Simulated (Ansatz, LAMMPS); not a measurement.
# Squeezing and shearing glassy 81SiO2-7Na2O-7CaO-4ZnO (mol %) (78 atoms), part 3 of 4

How stiff is glassy 81SiO2-7Na2O-7CaO-4ZnO (mol %) (78 atoms), and how do its levels respond to strain?

Ansatz 0.2.0; Kohn-Sham DFT, PBEsol, PAW (set soft_2), plane waves.

The cell: 22 Si, 4 Na, 2 Ca, 1 Zn and 49 O. The quench rate of 300 K/ps far exceeds what a furnace or splat quench reaches. The starting topology of bonds comes from the classical model. Sampling is at Γ alone.

So far. Step 2 (Single point at the start): The r.m.s. force at the start is 1.3 eV/Å. Step 3 (Cell and atoms relaxed): The relaxation converged after 28 steps, with a largest force component of 0.011 eV/Å.

## Step 5: Volume -3 %

The relaxed cell is scaled evenly and the atoms are relaxed again; the stress at the end gives one point of P(V).

input.yaml

```yaml
crystal:
  lattice:
    - [10.07909, -0.23486, 0.31234]
    - [-0.23486, 9.95545, 0.14362]
    - [0.31234, 0.14362, 9.70394]
  atoms:
    [... the 78 atom lines of step 4 ...]
kpoints:
  mp_grid: { grid: [1, 1, 1] }
hamiltonian:
  xc: pbesol
scf:
  occupations: { method: fixed }
output:
  forces: true
  eigenvalues: true
  stress: true
relax:
  f_tol: 0.05
  max_steps: 70
```

On the command line:

```
> ansatz run input.yaml --threads 4 --pin off --max-ram 8192MiB --backend cpu --events-out ev --progress --plain --runs-dir out
```

Numbers of over 12 decimals in the logs are rounded to 6 here.

Output:

```text
Warning: output.stress: scf.convergence.dr2_threshold = 1e-7 eV (the SCF's general default) is looser than the 7.8e-9 eV advised for a printed stress (1e-10 eV for each atom of the cell: 78). What an SCF threshold leaves in a stress goes as its square root, and in the free energy as the threshold itself, and one threshold admits the most on a small cell: [...]
[...]
Crystal: 78 atoms, lattice volume = 971.976 Å³
Basis set: ecut = 420 eV, 18989 PW (Γ), exchange–correlation on 144×144×144 points (8 copies of the dense FFT grid, shifted against one another)
Bands: 303, of which v1, the nominal top of the filled ones, is band 225 counted from 1 (224 counted from 0)
Symmetry: 1 space group operations
[...]
k-points: 1
[...]
SCF iter   1: F=—  HF=-54009.946241 eV  |F-HF|=—  |Δ(HF+E_count)|=         —  Δρ=1.19e-2  dr2=1.06e0  ethr=1.77e-3  ⟨swp⟩=5.0  Hψ=1197  notcnv=0  defer=76
[...]
SCF iter   5: F=—  HF=-54009.641862 eV  |F-HF|=—  |Δ(HF+E_count)|=   6.52e-4  Δρ=1.53e-4  dr2=2.87e-4  ethr=1.09e-6  ⟨swp⟩=2.0  Hψ=392  notcnv=0  defer=76
SCF iter   6: F=-54009.641938 eV  HF=-54009.641941 eV  |F-HF|=2.47e-6  |Δ(HF+E_count)|=   7.87e-5  Δρ=5.36e-5  dr2=2.80e-5  ethr=1.39e-8  ⟨swp⟩=16.0  Hψ=2231  notcnv=0
SCF 1 converged in 6 iterations: F = -54009.641938 eV  dr2 = 2.80e-5
[...]
relax step   1: F+E_penalty+E_count = -54009.64193816 eV  Δ(F+E_penalty+E_count) = +0.000e0 eV  max|allowed force component| = 5.955e-1 eV/Å  Δτ_max = 0.0000 Å  (6 SCF iters, dr2 threshold 6.25e-5 eV, accepted)
[...]
relax step   2: F+E_penalty+E_count = -54009.80152155 eV  Δ(F+E_penalty+E_count) = -1.596e-1 eV  max|allowed force component| = 3.185e-1 eV/Å  Δτ_max = 0.0280 Å  (6 SCF iters, dr2 threshold 2.22e-5 eV, accepted)
[...]
relax step   3: F+E_penalty+E_count = -54009.93734954 eV  Δ(F+E_penalty+E_count) = -1.358e-1 eV  max|allowed force component| = 1.492e-1 eV/Å  Δτ_max = 0.0562 Å  (7 SCF iters, dr2 threshold 6.34e-6 eV, accepted)
relax step   4: F+E_penalty+E_count = -54009.92457255 eV  Δ(F+E_penalty+E_count) = +1.278e-2 eV  max|allowed force component| = 5.233e-1 eV/Å  Δτ_max = 0.0605 Å  (7 SCF iters, dr2 threshold 4.89e-6 eV, rejected (line search))
relax step   5: F+E_penalty+E_count = -54009.96124044 eV  Δ(F+E_penalty+E_count) = -2.389e-2 eV  max|allowed force component| = 1.555e-1 eV/Å  Δτ_max = 0.0279 Å  (9 SCF iters, accepted)
relax step   6: F+E_penalty+E_count = -54009.96048561 eV  Δ(F+E_penalty+E_count) = +7.548e-4 eV  max|allowed force component| = 1.446e-1 eV/Å  Δτ_max = 0.0767 Å  (7 SCF iters, dr2 threshold 5.30e-6 eV, rejected (line search))
relax step   7: F+E_penalty+E_count = -54009.97040306 eV  Δ(F+E_penalty+E_count) = -9.163e-3 eV  max|allowed force component| = 6.141e-2 eV/Å  Δτ_max = 0.0312 Å  (8 SCF iters, accepted)
relax step   8: F+E_penalty+E_count = -54009.96518506 eV  Δ(F+E_penalty+E_count) = +5.218e-3 eV  max|allowed force component| = 1.963e-1 eV/Å  Δτ_max = 0.0500 Å  (9 SCF iters, rejected (line search))
[...]
relax step   9: F+E_penalty+E_count = -54009.97270994 eV  Δ(F+E_penalty+E_count) = -2.307e-3 eV  max|allowed force component| = 4.360e-2 eV/Å  Δτ_max = 0.0211 Å  (8 SCF iters, accepted)
SCF converged after 8 iterations
Free energy (F): -54009.972710 eV
[...]
Internal energy: -54009.972710 eV  (E = F + TS)
E sigma→0 (E₀):  -54009.972710 eV
Fermi energy:    4.934561 eV
[...]
Σ components = -54009.972710   (vs F -54009.972710, Δ=0.00e0)
--- Forces (eV/Å), atoms counted from 1 ---
  atom   1  Si    -0.00627359    -0.00259476    -0.00509093
  atom   2  Si     0.02352153    -0.01342105    -0.01038494
  atom   3  Si     0.00995634    -0.00243065     0.00631285
  atom   4  Si    -0.00060611     0.01629101    -0.00296709
[...]
atom  78  O      0.02233203    -0.00736369    -0.00369728
  max |Σ_I F_I| component: 1.35e-4 eV/Å
--- Stress (GPa, compression-positive) ---
        2.009640      -0.028465      -0.071541
       -0.028465       2.027005       0.046433
       -0.071542       0.046434       1.542315
  P = ⅓ Tr σ = 1.8597 GPa (18.597 kbar)
--- Band table (eV) ---
[...]
--- Relaxed structure (9 steps of the walk, 6 accepted, 0 SCFs on fresh bases) ---
  F+E_penalty+E_count = -54009.97270994 eV   max|allowed force component| = 4.360e-2 eV/Å
  atoms:
    - { symbol: Si, position: [0.438061, 0.410904, 0.267628] }
    - { symbol: Si, position: [0.432833, 0.779718, 0.867151] }
    - { symbol: Si, position: [0.411951, 0.109034, 0.267504] }
    - { symbol: Si, position: [0.411462, 0.063855, 0.959808] }
[...]
- { symbol: O, position: [0.724749, 0.606140, 0.032635] }
```

Wall time 50 s (4 threads of Intel Xeon Platinum 8488C (Sapphire Rapids), shared host); peak memory 1.4 GiB; 3 min of CPU time.

The program notes that the SCF threshold is loose for the stress.

The relaxation converged after 9 steps, 0.331 eV below its start, with a largest force component of 0.044 eV/Å.

Volume -3 %: the energy stands 0.173 eV above that of the reference, at a pressure of 1.86 GPa.

## Step 6: Volume +3 %

The relaxed cell is scaled to another volume.

Input and log are left out; they have the form of those shown for this kind of step.

Elapsed: 34 s, on 4 threads of Intel Xeon Platinum 8488C (Sapphire Rapids), shared host; peak memory 1.4 GiB; 2 min of CPU time.

The relaxation converged after 6 steps, 0.285 eV below its start, with a largest force component of 0.048 eV/Å.

Volume +3 %: the energy stands 0.174 eV above that of the reference, at a pressure of -1.70 GPa.

## Step 7: Volume -6 %

The relaxed cell is scaled to another volume.

input.yaml, the sections that differ from step 5:

```yaml
crystal:
  lattice:
    - [9.97409, -0.23242, 0.30909]
    - [-0.23242, 9.85174, 0.14213]
    - [0.30909, 0.14213, 9.60285]
  atoms:
    [... the 78 atom lines of step 4 ...]
# kpoints, hamiltonian, scf, output, relax: as in step 5
```

Output:

```text
[...]
Crystal: 78 atoms, lattice volume = 941.915 Å³
Basis set: ecut = 420 eV, 18403 PW (Γ), exchange–correlation on 144×144×144 points (8 copies of the dense FFT grid, shifted against one another)
Bands: 303, of which v1, the nominal top of the filled ones, is band 225 counted from 1 (224 counted from 0)
Symmetry: 1 space group operations
[...]
k-points: 1
[...]
SCF iter   1: F=—  HF=-54008.326833 eV  |F-HF|=—  |Δ(HF+E_count)|=         —  Δρ=1.19e-2  dr2=1.03e0  ethr=1.77e-3  ⟨swp⟩=5.0  Hψ=1201  notcnv=0  defer=76
[...]
SCF iter   5: F=—  HF=-54008.030598 eV  |F-HF|=—  |Δ(HF+E_count)|=   3.22e-4  Δρ=9.96e-5  dr2=1.30e-4  ethr=6.33e-7  ⟨swp⟩=2.0  Hψ=397  notcnv=0  defer=76
SCF iter   6: F=-54008.030680 eV  HF=-54008.030686 eV  |F-HF|=5.57e-6  |Δ(HF+E_count)|=   8.72e-5  Δρ=5.25e-5  dr2=2.20e-5  ethr=1.39e-8  ⟨swp⟩=16.0  Hψ=2193  notcnv=0
SCF 1 converged in 6 iterations: F = -54008.030680 eV  dr2 = 2.20e-5
[...]
relax step   1: F+E_penalty+E_count = -54008.03068001 eV  Δ(F+E_penalty+E_count) = +0.000e0 eV  max|allowed force component| = 1.260e0 eV/Å  Δτ_max = 0.0000 Å  (6 SCF iters, dr2 threshold 6.25e-5 eV, accepted)
[...]
relax step   2: F+E_penalty+E_count = -54008.69278384 eV  Δ(F+E_penalty+E_count) = -6.621e-1 eV  max|allowed force component| = 6.890e-1 eV/Å  Δτ_max = 0.0531 Å  (6 SCF iters, dr2 threshold 9.92e-5 eV, accepted)
[...]
relax step   3: F+E_penalty+E_count = -54009.27451254 eV  Δ(F+E_penalty+E_count) = -5.817e-1 eV  max|allowed force component| = 3.151e-1 eV/Å  Δτ_max = 0.1185 Å  (7 SCF iters, dr2 threshold 2.97e-5 eV, accepted)
relax step   4: F+E_penalty+E_count = -54009.32201639 eV  Δ(F+E_penalty+E_count) = -4.750e-2 eV  max|allowed force component| = 2.733e-1 eV/Å  Δτ_max = 0.0216 Å  (5 SCF iters, dr2 threshold 2.08e-5 eV, accepted)
relax step   5: F+E_penalty+E_count = -54009.38312670 eV  Δ(F+E_penalty+E_count) = -6.111e-2 eV  max|allowed force component| = 2.431e-1 eV/Å  Δτ_max = 0.0709 Å  (6 SCF iters, dr2 threshold 1.56e-5 eV, accepted)
relax step   6: F+E_penalty+E_count = -54009.40142152 eV  Δ(F+E_penalty+E_count) = -1.829e-2 eV  max|allowed force component| = 1.170e-1 eV/Å  Δτ_max = 0.0317 Å  (5 SCF iters, dr2 threshold 4.45e-5 eV, accepted)
relax step   7: F+E_penalty+E_count = -54009.38948119 eV  Δ(F+E_penalty+E_count) = +1.194e-2 eV  max|allowed force component| = 2.590e-1 eV/Å  Δτ_max = 0.1278 Å  (8 SCF iters, dr2 threshold 3.17e-6 eV, rejected (line search))
relax step   8: F+E_penalty+E_count = -54009.41972334 eV  Δ(F+E_penalty+E_count) = -1.830e-2 eV  max|allowed force component| = 8.622e-2 eV/Å  Δτ_max = 0.0590 Å  (9 SCF iters, accepted)
relax step   9: F+E_penalty+E_count = -54009.41536710 eV  Δ(F+E_penalty+E_count) = +4.356e-3 eV  max|allowed force component| = 1.329e-1 eV/Å  Δτ_max = 0.1000 Å  (9 SCF iters, rejected (line search))
relax step  10: F+E_penalty+E_count = -54009.42784735 eV  Δ(F+E_penalty+E_count) = -8.124e-3 eV  max|allowed force component| = 6.277e-2 eV/Å  Δτ_max = 0.0484 Å  (9 SCF iters, accepted)
[...]
relax step  11: F+E_penalty+E_count = -54009.42937657 eV  Δ(F+E_penalty+E_count) = -1.529e-3 eV  max|allowed force component| = 4.511e-2 eV/Å  Δτ_max = 0.0386 Å  (8 SCF iters, accepted)
SCF converged after 8 iterations
Free energy (F): -54009.429377 eV
[...]
Internal energy: -54009.429377 eV  (E = F + TS)
E sigma→0 (E₀):  -54009.429377 eV
Fermi energy:    5.229959 eV
[...]
Σ components = -54009.429377   (vs F -54009.429377, Δ=0.00e0)
--- Forces (eV/Å), atoms counted from 1 ---
  atom   1  Si     0.00247965    -0.01012030     0.01383272
  atom   2  Si    -0.01279653    -0.01821134     0.01065277
  atom   3  Si     0.00070062    -0.00806392     0.01389892
  atom   4  Si    -0.00367809    -0.02132396     0.00919362
[...]
atom  78  O      0.00555701     0.00424372     0.00676618
  max |Σ_I F_I| component: 2.45e-4 eV/Å
--- Stress (GPa, compression-positive) ---
        4.285705      -0.033697      -0.227647
       -0.033697       4.253431      -0.007698
       -0.227648      -0.007697       3.365250
  P = ⅓ Tr σ = 3.9681 GPa (39.681 kbar)
--- Band table (eV) ---
[...]
--- Relaxed structure (11 steps of the walk, 9 accepted, 0 SCFs on fresh bases) ---
  F+E_penalty+E_count = -54009.42937657 eV   max|allowed force component| = 4.511e-2 eV/Å
  atoms:
    - { symbol: Si, position: [0.436160, 0.409241, 0.265316] }
    - { symbol: Si, position: [0.429063, 0.780250, 0.862137] }
    - { symbol: Si, position: [0.414601, 0.104796, 0.269698] }
    - { symbol: Si, position: [0.408557, 0.062242, 0.961892] }
[...]
- { symbol: O, position: [0.726675, 0.608971, 0.031078] }
```

Wall time 59 s (4 threads); peak memory 1.4 GiB; 3.6 min of CPU time.

The relaxation converged after 11 steps, 1.40 eV below its start, with a largest force component of 0.045 eV/Å.

Volume -6 %: the energy stands 0.716 eV above that of the reference, at a pressure of 3.97 GPa.

## Step 8: Volume +6 %

The relaxed cell is scaled to another volume.

Input and log are left out; they have the form of those shown for this kind of step.

Run time: 71 s. Hardware: 4 threads of Intel Xeon Platinum 8488C (Sapphire Rapids), shared host; peak memory 1.4 GiB; 4.2 min of CPU time.

The relaxation converged after 12 steps, 1.10 eV below its start, with a largest force component of 0.037 eV/Å.

Volume +6 %: the energy stands 0.620 eV above that of the reference, at a pressure of -3.18 GPa.

## Step 9: Volume -10 %

The relaxed cell is scaled to another volume.

input.yaml, the sections that differ from step 7:

```yaml
crystal:
  lattice:
    - [9.83055, -0.22907, 0.30464]
    - [-0.22907, 9.70997, 0.14008]
    - [0.30464, 0.14008, 9.46466]
  atoms:
    [... the 78 atom lines of step 4 ...]
# kpoints, hamiltonian, scf, output, relax: as in step 7
```

Output:

```text
[...]
Crystal: 78 atoms, lattice volume = 901.833 Å³
Basis set: ecut = 420 eV, 17627 PW (Γ), exchange–correlation on 144×144×128 points (8 copies of the dense FFT grid, shifted against one another)
Bands: 303, of which v1, the nominal top of the filled ones, is band 225 counted from 1 (224 counted from 0)
Symmetry: 1 space group operations
[...]
k-points: 1
[...]
SCF iter   1: F=—  HF=-54004.114176 eV  |F-HF|=—  |Δ(HF+E_count)|=         —  Δρ=1.19e-2  dr2=9.84e-1  ethr=1.77e-3  ⟨swp⟩=5.0  Hψ=1207  notcnv=0  defer=71
[...]
SCF iter   5: F=—  HF=-54003.827957 eV  |F-HF|=—  |Δ(HF+E_count)|=   1.72e-4  Δρ=1.09e-4  dr2=1.13e-4  ethr=4.02e-7  ⟨swp⟩=2.0  Hψ=397  notcnv=0  defer=76
SCF iter   6: F=-54003.828014 eV  HF=-54003.828032 eV  |F-HF|=1.78e-5  |Δ(HF+E_count)|=   7.49e-5  Δρ=5.95e-5  dr2=2.37e-5  ethr=1.39e-8  ⟨swp⟩=19.0  Hψ=2108  notcnv=0
SCF 1 converged in 6 iterations: F = -54003.828014 eV  dr2 = 2.37e-5
[...]
relax step   1: F+E_penalty+E_count = -54003.82801419 eV  Δ(F+E_penalty+E_count) = +0.000e0 eV  max|allowed force component| = 2.266e0 eV/Å  Δτ_max = 0.0000 Å  (6 SCF iters, dr2 threshold 6.25e-5 eV, accepted)
[...]
relax step   2: F+E_penalty+E_count = -54005.76006308 eV  Δ(F+E_penalty+E_count) = -1.932e0 eV  max|allowed force component| = 1.285e0 eV/Å  Δτ_max = 0.0838 Å  (6 SCF iters, dr2 threshold 1.00e-4 eV, accepted)
[...]
relax step   3: F+E_penalty+E_count = -54007.53911589 eV  Δ(F+E_penalty+E_count) = -1.779e0 eV  max|allowed force component| = 5.494e-1 eV/Å  Δτ_max = 0.1948 Å  (8 SCF iters, dr2 threshold 1.00e-4 eV, accepted)
relax step   4: F+E_penalty+E_count = -54007.68386527 eV  Δ(F+E_penalty+E_count) = -1.447e-1 eV  max|allowed force component| = 4.388e-1 eV/Å  Δτ_max = 0.0401 Å  (5 SCF iters, dr2 threshold 5.51e-5 eV, accepted)
relax step   5: F+E_penalty+E_count = -54007.85967653 eV  Δ(F+E_penalty+E_count) = -1.758e-1 eV  max|allowed force component| = 4.488e-1 eV/Å  Δτ_max = 0.0863 Å  (6 SCF iters, dr2 threshold 3.52e-5 eV, accepted)
relax step   6: F+E_penalty+E_count = -54007.92443603 eV  Δ(F+E_penalty+E_count) = -6.476e-2 eV  max|allowed force component| = 3.019e-1 eV/Å  Δτ_max = 0.0519 Å  (5 SCF iters, dr2 threshold 1.00e-4 eV, accepted)
relax step   7: F+E_penalty+E_count = -54007.95810057 eV  Δ(F+E_penalty+E_count) = -3.366e-2 eV  max|allowed force component| = 3.520e-1 eV/Å  Δτ_max = 0.2000 Å  (7 SCF iters, dr2 threshold 4.12e-5 eV, accepted)
relax step   8: F+E_penalty+E_count = -54007.99746744 eV  Δ(F+E_penalty+E_count) = -3.937e-2 eV  max|allowed force component| = 1.564e-1 eV/Å  Δτ_max = 0.0915 Å  (5 SCF iters, dr2 threshold 5.60e-5 eV, accepted)
relax step   9: F+E_penalty+E_count = -54008.00213278 eV  Δ(F+E_penalty+E_count) = -4.665e-3 eV  max|allowed force component| = 3.070e-1 eV/Å  Δτ_max = 0.2000 Å  (8 SCF iters, dr2 threshold 4.83e-6 eV, accepted)
relax step  10: F+E_penalty+E_count = -54008.03359678 eV  Δ(F+E_penalty+E_count) = -3.146e-2 eV  max|allowed force component| = 1.203e-1 eV/Å  Δτ_max = 0.0980 Å  (7 SCF iters, dr2 threshold 1.86e-5 eV, accepted)
relax step  11: F+E_penalty+E_count = -54008.02898249 eV  Δ(F+E_penalty+E_count) = +4.614e-3 eV  max|allowed force component| = 3.551e-1 eV/Å  Δτ_max = 0.1646 Å  (10 SCF iters, rejected (line search))
relax step  12: F+E_penalty+E_count = -54008.04821796 eV  Δ(F+E_penalty+E_count) = -1.462e-2 eV  max|allowed force component| = 1.031e-1 eV/Å  Δτ_max = 0.0676 Å  (9 SCF iters, accepted)
relax step  13: F+E_penalty+E_count = -54008.05394029 eV  Δ(F+E_penalty+E_count) = -5.722e-3 eV  max|allowed force component| = 1.037e-1 eV/Å  Δτ_max = 0.1000 Å  (9 SCF iters, accepted)
relax step  14: F+E_penalty+E_count = -54008.05771921 eV  Δ(F+E_penalty+E_count) = -3.779e-3 eV  max|allowed force component| = 7.027e-2 eV/Å  Δτ_max = 0.0139 Å  (5 SCF iters, dr2 threshold 7.92e-6 eV, accepted)
relax step  15: F+E_penalty+E_count = -54008.05746553 eV  Δ(F+E_penalty+E_count) = +2.537e-4 eV  max|allowed force component| = 1.240e-1 eV/Å  Δτ_max = 0.0366 Å  (8 SCF iters, rejected (line search))
[...]
relax step  16: F+E_penalty+E_count = -54008.05960515 eV  Δ(F+E_penalty+E_count) = -1.886e-3 eV  max|allowed force component| = 4.790e-2 eV/Å  Δτ_max = 0.0179 Å  (7 SCF iters, accepted)
SCF converged after 7 iterations
Free energy (F): -54008.059605 eV
[...]
Internal energy: -54008.059605 eV  (E = F + TS)
E sigma→0 (E₀):  -54008.059605 eV
Fermi energy:    5.635413 eV
[...]
Σ components = -54008.059605   (vs F -54008.059605, Δ=0.00e0)
--- Forces (eV/Å), atoms counted from 1 ---
  atom   1  Si    -0.00596772     0.02099137     0.00255008
  atom   2  Si    -0.00684930     0.00538870    -0.01084648
  atom   3  Si    -0.00803956    -0.00680226    -0.01742387
  atom   4  Si    -0.00175588    -0.01852401     0.00240820
[...]
atom  78  O     -0.00254927     0.02091556     0.00374779
  max |Σ_I F_I| component: 1.52e-4 eV/Å
--- Stress (GPa, compression-positive) ---
        7.720214      -0.202535      -0.491669
       -0.202536       7.496884      -0.338133
       -0.491670      -0.338132       6.011097
  P = ⅓ Tr σ = 7.0761 GPa (70.761 kbar)
--- Band table (eV) ---
[...]
--- Relaxed structure (16 steps of the walk, 14 accepted, 0 SCFs on fresh bases) ---
  F+E_penalty+E_count = -54008.05960515 eV   max|allowed force component| = 4.790e-2 eV/Å
  atoms:
    - { symbol: Si, position: [0.434280, 0.405398, 0.264186] }
    - { symbol: Si, position: [0.421717, 0.780681, 0.855148] }
    - { symbol: Si, position: [0.417486, 0.096271, 0.274827] }
    - { symbol: Si, position: [0.404234, 0.060520, 0.966869] }
[...]
- { symbol: O, position: [0.728993, 0.617986, 0.028235] }
```

Elapsed: 89 s, on 4 threads; peak memory 1.3 GiB.

The relaxation converged after 16 steps, 4.23 eV below its start, with a largest force component of 0.048 eV/Å.

Volume -10 %: the energy stands 2.09 eV above that of the reference, at a pressure of 7.08 GPa.

(Part 3 of 4 ends here.)

[Logs are printed without paths, hosts, clocks, repeated set-up lines and the standing remarks that a program may print on its own settings, such as how far it seeks lower states.]

[Hosts, paths, dates, database ids (printed as entryN), source tags and the programs' standing remarks are cut or masked in the printed files.]
